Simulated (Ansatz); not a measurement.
In doubt: masses and optical values from hybrid runs of this build are listed as unsure (in some of the runs), which bears on the screening that GW takes from such a start.

SnSO (1T monolayer (Janus)), computed twice by G0W0.

The cell holds 3 atoms: 1 Sn, 1 O and 1 S. Its edges and angles: a = 3.463 Å, b = 3.463 Å, c = 28.200 Å, α = 90.0°, β = 90.0°, γ = 120.0°. Vacuum lies along c.

```xyz
3
Lattice="3.4628 0.0000 0.0000 -1.7314 2.9988 0.0000 0.0000 0.0000 28.2000" Properties=species:S:1:pos:R:3
Sn    0.0000    0.0000   14.3971
O     0.0000    1.9992   15.3393
S     1.7314    0.9996   12.8607
```

The structure was relaxed with PBE. The runs that relaxed it are not among those shown.

The first (Ansatz 0.2.0; start PBE, 6×6×1 mesh, 263 empty bands, screening to 54 eV, PAW set soft_1 files; 4 threads of Arm Neoverse V1, shared host) gave, on its mesh: starting gap 0.85 eV, G0W0 gap 2.32 eV, mean of 1 + 4πα/V (set by the cell height) 1.93, 76 s.

The second gave: starting gap 1.73 eV, G0W0 gap 2.79 eV, mean of 1 + 4πα/V (set by the cell height) 1.61, 4.2 min.

What was changed in the input? Choose among start, files, mesh, bands and cutoff, frequency model or another key.

Changed: start from PBE to HSE06. A jump of this size in the start, with ε∞ moving the other way, marks another functional. Other changes could give like numbers; this is the one that was made.

Limits: not at the basis limit; coarse mesh for a sheet; no spin-orbit coupling.

[Paths, hosts, dates, memory and timing lines, banners, echoed tables and standing remarks are left out of the program output.]

[Logs are printed without paths, hosts, clocks, repeated set-up lines and the standing remarks that a program may print on its own settings, such as how far it seeks lower states.]

[Runs of the session that timed out or met a known fault of the program may be left out.]

[Cells called generated may have been cut or substituted from an entry of the Crystallography Open Database or the Materials Project.]

[Hosts, paths, dates, database ids (printed as entryN), source tags and the programs' standing remarks are cut or masked in the printed files.]
